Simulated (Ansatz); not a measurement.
# NaCaF3 (built on the sites of a database entry of CsCaF3): a soft mode frozen in, part 2 of 2

Aim: this structure of NaCaF3 (built on the sites of a database entry of CsCaF3) is to be tested for unstable modes, and one is followed downhill.

Ansatz 0.2.0; DFT PBE+D3(BJ), scalar-relativistic, plane waves, PAW.

So far, highest frequency on the path or at a solved wavevector (cm⁻¹): step 2 (response at finite wavevector) 538. Also lowest frequency on the path (cm⁻¹): step 2 -138.

The structure was built from a prototype and need not be the compound's stable phase.

## Step 6: Relaxing from the distorted cell

Starting from the lowest point found, all atoms and the cell are let go, so that strain and other modes of the same symmetry can join in.

input.yaml

```yaml
crystal:
  lattice:
    - [4.3977833632, 4.3977833632, 0.0]
    - [4.3977833632, 0.0, 4.3977833632]
    - [4.3977833632, 0.0, -4.3977833632]
  atoms:
    - { symbol: Na, position: [0.0, 0.0, 0.0] }
    - { symbol: Na, position: [0.0, 0.5, 0.5] }
    - { symbol: Ca, position: [0.5, 0.25, 0.75] }
    - { symbol: Ca, position: [0.5, 0.75, 0.25] }
    - { symbol: F, position: [0.5, -0.0682161842, 0.5682161842] }
    - { symbol: F, position: [0.5, 0.5682161842, 0.9317838158] }
    - { symbol: F, position: [0.0, 0.5, 0.0] }
    - { symbol: F, position: [0.0, 0.0, 0.5] }
    - { symbol: F, position: [0.5, 0.0682161842, 0.0682161842] }
    - { symbol: F, position: [0.5, 0.4317838158, 0.4317838158] }
kpoints:
  mp_grid: { grid: [6, 6, 6] }
hamiltonian:
  xc: pbe
  dispersion: d3bj
scf:
  occupations: { method: fixed }
output:
  forces: true
  stress: true
  eigenvalues: true
relax:
  adjacent_minimum: "off"
  f_tol: 0.002
  max_steps: 120
  cell: { stress_tol: 0.03 }
```

Started as:

```sh
ansatz run input.yaml --threads 4 --pin off --max-ram 7168MiB --backend cpu --events-out ev --progress --plain --runs-dir out
```

Numbers of over 12 decimals in the logs are rounded to 6 here.

Output:

```text
[...]
Crystal: 10 atoms, lattice volume = 170.111 Å³
Basis set: ecut = 420 eV, 3383 PW (Γ), exchange–correlation on 90×90×90 points (8 copies of the dense FFT grid, shifted against one another)
Bands: 50, of which v1, the nominal top of the filled ones, is band 40 counted from 1 (39 counted from 0)
Symmetry: 16 space group operations
[...]
k-points: 30 of 216
[...]
SCF iter   1: F=—  HF=-11474.518954 eV  |F-HF|=—  |Δ(HF+E_count)|=         —  Δρ=6.49e-4  dr2=6.71e-4  ethr=1.77e-3  ⟨swp⟩=5.5  Hψ=5919  notcnv=0  defer=223
[...]
SCF iter   6: F=-11474.520104 eV  HF=-11474.520104 eV  |F-HF|=3.07e-8  |Δ(HF+E_count)|=   1.10e-6  Δρ=6.84e-6  dr2=5.12e-8  ethr=1.25e-10  ⟨swp⟩=13.7  Hψ=8524  notcnv=0
SCF 1 converged in 6 iterations: F = -11474.520104 eV  dr2 = 5.12e-8
[...]
relax step   1: F+E_penalty+E_count = -11474.52010404 eV  Δ(F+E_penalty+E_count) = +0.000e0 eV  max|allowed force component| = 2.213e-1 eV/Å  Δτ_max = 0.0000 Å  P = -2.735 GPa  Ω = 170.111 Å³  (6 SCF iters, dr2 threshold 1.00e-7 eV, accepted)
Crystal: 10 atoms, lattice volume = 158.410 Å³
Basis set: ecut = 420 eV, 3079 PW (Γ), exchange–correlation on 90×90×90 points (8 copies of the dense FFT grid, shifted against one another)
[...]
iter 1 solved again at ethr=3.11e-4 eV; its pass at ethr=3.10e-3 eV (dr2=2.49e-1 eV) is discarded
[...]
SCF iter   8: F=-11474.774734 eV  HF=-11474.774734 eV  |F-HF|=1.42e-7  |Δ(HF+E_count)|=   5.98e-8  Δρ=7.15e-6  dr2=8.07e-8  ethr=1.25e-9  ⟨swp⟩=11.5  Hψ=7429  notcnv=0
SCF 2 converged in 8 iterations: F = -11474.774734 eV  dr2 = 8.07e-8
relax step   2: F+E_penalty+E_count = -11474.77473396 eV  Δ(F+E_penalty+E_count) = -2.546e-1 eV  max|allowed force component| = 2.028e-2 eV/Å  Δτ_max = 0.1650 Å  P = -0.540 GPa  Ω = 158.410 Å³  energy of the carried Pulay correction = +3.228e-2 eV  (8 SCF iters, dr2 threshold 1.00e-6 eV, accepted)
Crystal: 10 atoms, lattice volume = 156.396 Å³
Basis set: ecut = 420 eV, 3055 PW (Γ), exchange–correlation on 90×90×90 points (8 copies of the dense FFT grid, shifted against one another)
[...]
SCF iter   5: F=-11474.783680 eV  HF=-11474.783679 eV  |F-HF|=8.60e-7  |Δ(HF+E_count)|=   6.97e-6  Δρ=2.44e-5  dr2=7.89e-7  ethr=1.25e-9  ⟨swp⟩=8.3  Hψ=8174  notcnv=0
SCF 3 converged in 5 iterations: F = -11474.783680 eV  dr2 = 7.89e-7
relax step   3: F+E_penalty+E_count = -11474.78368032 eV  Δ(F+E_penalty+E_count) = -8.946e-3 eV  max|allowed force component| = 1.901e-2 eV/Å  Δτ_max = 0.0186 Å  P = +0.040 GPa  Ω = 156.396 Å³  energy of the carried Pulay correction = +3.807e-2 eV  (5 SCF iters, dr2 threshold 1.00e-6 eV, accepted)
[...]
relax step   4: F+E_penalty+E_count = -11474.78337138 eV  Δ(F+E_penalty+E_count) = +3.089e-4 eV  max|allowed force component| = 8.970e-3 eV/Å  Δτ_max = 0.0090 Å  P = +0.055 GPa  Ω = 156.612 Å³  energy of the carried Pulay correction = +3.745e-2 eV  (6 SCF iters, dr2 threshold 2.26e-8 eV, accepted)
[...]
relax step   5: F+E_penalty+E_count = -11474.78314321 eV  Δ(F+E_penalty+E_count) = +2.282e-4 eV  max|allowed force component| = 4.757e-4 eV/Å  Δτ_max = 0.0021 Å  P = -0.004 GPa  Ω = 156.711 Å³  energy of the carried Pulay correction = +3.716e-2 eV  (5 SCF iters, dr2 threshold 1.61e-8 eV, accepted)
[...]
relax step   6: F+E_penalty+E_count = -11474.76236239 eV  Δ(F+E_penalty+E_count) = +2.078e-2 eV  max|allowed force component| = 2.742e-4 eV/Å  Δτ_max = 0.0000 Å  P = -0.333 GPa  Ω = 156.711 Å³  stress off target by 3.54e-1 GPa  SCF on the basis re-selected at this cell (its energy is not comparable with the rows above)  (6 SCF iters)
[...]
relax step   7: F+E_penalty+E_count = -11474.76629059 eV  Δ(F+E_penalty+E_count) = -3.928e-3 eV  max|allowed force component| = 8.163e-4 eV/Å  Δτ_max = 0.0039 Å  P = +0.010 GPa  Ω = 155.694 Å³  energy of the carried Pulay correction = +2.864e-3 eV  (5 SCF iters, dr2 threshold 3.13e-7 eV, accepted)
Basis set: ecut = 420 eV, 3035 PW (Γ), exchange–correlation on 90×80×80 points (8 copies of the dense FFT grid, shifted against one another)
[...]
SCF iter   7: F=-11474.763518 eV  HF=-11474.763518 eV  |F-HF|=3.64e-12  |Δ(HF+E_count)|=  1.82e-12  Δρ=6.36e-8  dr2=4.25e-12  ethr=1.00e-12  ⟨swp⟩=4.0  Hψ=4105  notcnv=0
SCF 8 converged in 7 iterations: F = -11474.763518 eV  dr2 = 4.25e-12
relax step   8: F+E_penalty+E_count = -11474.76351824 eV  Δ(F+E_penalty+E_count) = +2.772e-3 eV  max|allowed force component| = 8.100e-4 eV/Å  Δτ_max = 0.0000 Å  P = -0.015 GPa  Ω = 155.694 Å³  stress off target by 1.93e-2 GPa  SCF on the basis re-selected at this cell (its energy is not comparable with the rows above)  (7 SCF iters)
[...]
SCF converged after 7 iterations
Free energy (F): -11474.763518 eV
[...]
Internal energy: -11474.763518 eV  (E = F + TS)
E sigma→0 (E₀):  -11474.763518 eV
Fermi energy:    1.138454 eV
[...]
--- Forces (eV/Å), atoms counted from 1 ---
  atom   1  Na    -0.00000000    -0.00000000     0.00000000
  atom   2  Na     0.00000000     0.00000000    -0.00000000
  atom   3  Ca     0.00000000     0.00000000     0.00000000
  atom   4  Ca     0.00000000     0.00000000     0.00000000
  atom   5  F      0.00000000     0.00000000    -0.00080997
  atom   6  F      0.00000000    -0.00000000     0.00080997
  atom   7  F      0.00000000     0.00000000    -0.00000000
  atom   8  F      0.00000000    -0.00000000     0.00000000
  atom   9  F      0.00080997     0.00000000     0.00000000
  atom  10  F     -0.00080997    -0.00000000    -0.00000000
  max |Σ_I F_I| component: 3.25e-19 eV/Å
--- Stress (GPa, compression-positive) ---
       -0.013194      -0.000000       0.000000
       -0.000000      -0.019264       0.000000
        0.000000       0.000000      -0.013194
  P = ⅓ Tr σ = -0.0152 GPa (-0.152 kbar)
--- Band table (eV; the first three rows and the last of 30) ---
  k-point 0: bands = [... 36 lower, 0.8319, 0.8319, 1.1342, 1.1342, 6.6665, 10.1333, 10.1333, 10.4546, ... 6 higher]
  k-point 1: bands = [... 36 lower, 0.7944, 0.8139, 1.0602, 1.1201, 6.9454, 10.1258, 10.2032, 10.4003, ... 6 higher]
  k-point 2: bands = [... 36 lower, 0.6930, 0.7386, 1.0095, 1.0905, 7.6859, 9.6633, 10.3692, 10.4328, ... 6 higher]
  k-point 29: bands = [... 36 lower, 0.4530, 0.4611, 1.1385, 1.1385, 8.7165, 9.7234, 10.0153, 10.3256, ... 6 higher]
--- Relaxed structure (6 steps of the walk, 6 accepted, 2 SCFs on fresh bases) ---
  F+E_penalty+E_count = -11474.76351824 eV   max|allowed force component| = 8.100e-4 eV/Å   (the final SCF, on the basis selected at the relaxed cell)
  cell:  # Å, volume = 155.6940 Å³
    - [4.230132, 4.350447, 0]
    - [4.230132, 0.0, 4.230132]
    - [4.230132, 0.0, -4.230132]
  atoms:
    - { symbol: Na, position: [0, 3.204939188285911e-19, 2.3174175669144235e-19] }
    - { symbol: Na, position: [0, 0.5, 0.5] }
    - { symbol: Ca, position: [0.500000, 0.250000, 0.750000] }
    - { symbol: Ca, position: [0.500000, 0.75, 0.25] }
    - { symbol: F, position: [0.500000, -0.088753, 0.588753] }
    - { symbol: F, position: [0.500000, 0.588753, 0.911247] }
    - { symbol: F, position: [0, 0.5, 0.0] }
    - { symbol: F, position: [0, 0.0, 0.5] }
    - { symbol: F, position: [0.500000, 0.088753, 0.088753] }
    - { symbol: F, position: [0.500000, 0.411247, 0.411247] }
```

Elapsed: 61 s, on 4 threads of Arm Neoverse N1, shared host; peak memory 0.63 GiB; 3.7 min of CPU time.

The steps of the relaxation:

| step | energy less that of the first step (eV) | largest force component (eV/Å) | pressure (GPa) | volume (Å³) |
| --- | --- | --- | --- | --- |
| 1 | 0.0000 | 0.2213 | -2.73 | 170.11 |
| 2 | -0.2546 | 0.0203 | -0.54 | 158.41 |
| 3 | -0.2636 | 0.0190 | 0.04 | 156.40 |
| 4 | -0.2633 | 0.0090 | 0.05 | 156.61 |
| 5 | -0.2630 | 0.0005 | 0.00 | 156.71 |
| 6* | -0.2423 | 0.0003 | -0.33 | 156.71 |
| 7 | -0.2462 | 0.0008 | 0.01 | 155.69 |
| 8* | -0.2434 | 0.0008 | -0.02 | 155.69 |

Relaxation steps marked * repeat the geometry before them on a plane-wave basis chosen anew for their cell, so energy and pressure can jump there.

Forces are held to the 16 operations that the run works with; a distortion that breaks them can't arise in this run.

| conventional cell, symmetrised | before | after | change |
| --- | --- | --- | --- |
| a (Å) | 6.219 | 5.982 | -3.8 % |
| b (Å) | 6.219 | 5.982 | -3.8 % |
| c (Å) | 8.796 | 8.701 | -1.1 % |
| volume (Å³/atom) | 17.01 | 15.57 | -8.5 % |

The atoms that moved most (Å, as changes of fractional coordinates times the final cell):

| atom | dx | dy | dz | length |
| --- | --- | --- | --- | --- |
| F5 | 0.000 | 0.000 | -0.174 | 0.174 |
| F10 | -0.174 | 0.000 | 0.000 | 0.174 |
| F9 | 0.174 | 0.000 | 0.000 | 0.174 |
| F6 | 0.000 | 0.000 | 0.174 | 0.174 |

The relaxed structure:

```xyz
10
Lattice="4.2301 4.3504 0.0000 4.2301 0.0000 4.2301 4.2301 0.0000 -4.2301" Properties=species:S:1:pos:R:3 pbc="T T T"
Na    0.0000    0.0000    0.0000
Na    4.2301    0.0000    0.0000
Ca    6.3452    2.1752   -2.1151
Ca    6.3452    2.1752    2.1151
F     4.2301    2.1752   -2.8659
F     8.4603    2.1752   -1.3642
F     2.1151    0.0000    2.1151
F     2.1151    0.0000   -2.1151
F     2.8659    2.1752    0.0000
F     5.5943    2.1752    0.0000
```

This step gave:

| Quantity | Value |
| --- | --- |
| pressure | -0.01522 GPa |
| gap on the k-mesh | 5.528 eV |
| volume per atom | 15.57 Å³ |

The distorted start has space group I4/mcm; the relaxation ends in I4/mcm.

## Step 7: What came out

```json
{
 "unstable mode of the parent": "q = (-0.5, -0.5, -0.5), 138i cm⁻¹",
 "depth at the lowest point sampled": "59.3 meV/atom",
 "largest atomic shift at that point": "0.6 Å",
 "space group reached (within 0.01 Å)": "I4/mcm",
 "energy gained over the parent (first relaxation, on the mesh of the frozen mode)": "83.7 meV/atom",
 "volume per atom, phase reached": "15.6 Å³",
 "gap on the k-mesh, phase reached": "5.53 eV"
}
```

What this shows: Along this mode the structure falls into I4/mcm, 83.7 meV/atom below the parent. At the parent's cell the well is 59.34 meV/atom deep on the steps tried, with its lowest point at a shift of 0.6 Å. That is the last step tried, so the steps alone don't bracket the bottom of the well. Relaxing atoms and cell changes the gain by +24.34 meV/atom against the lowest step (energies at zero smearing). The modes of the phase reached were not computed on this path. Of the 4 patterns followed to their end from this parent, this one ends 61.9 meV/atom above the lowest, Imma. Another end point lies within 1 meV/atom; how such a difference moves with mesh and cutoff was not tested. Each path keeps the symmetry of its pattern, so a lower phase may lie along a pattern not tried. The q mesh stands for a supercell only 8.8 Å across, so branches between the solved wavevectors are rough. In the phonons the program treats the change of the C6 weights of the dispersion term with coordination only in part. The starting cell was built on a prototype and not taken from a measurement, so the phase need not exist.

[Logs are printed without paths, hosts, clocks, repeated set-up lines and the standing remarks that a program may print on its own settings, such as how far it seeks lower states.]

[Hosts, paths, dates, database ids (printed as entryN), source tags and the programs' standing remarks are cut or masked in the printed files.]
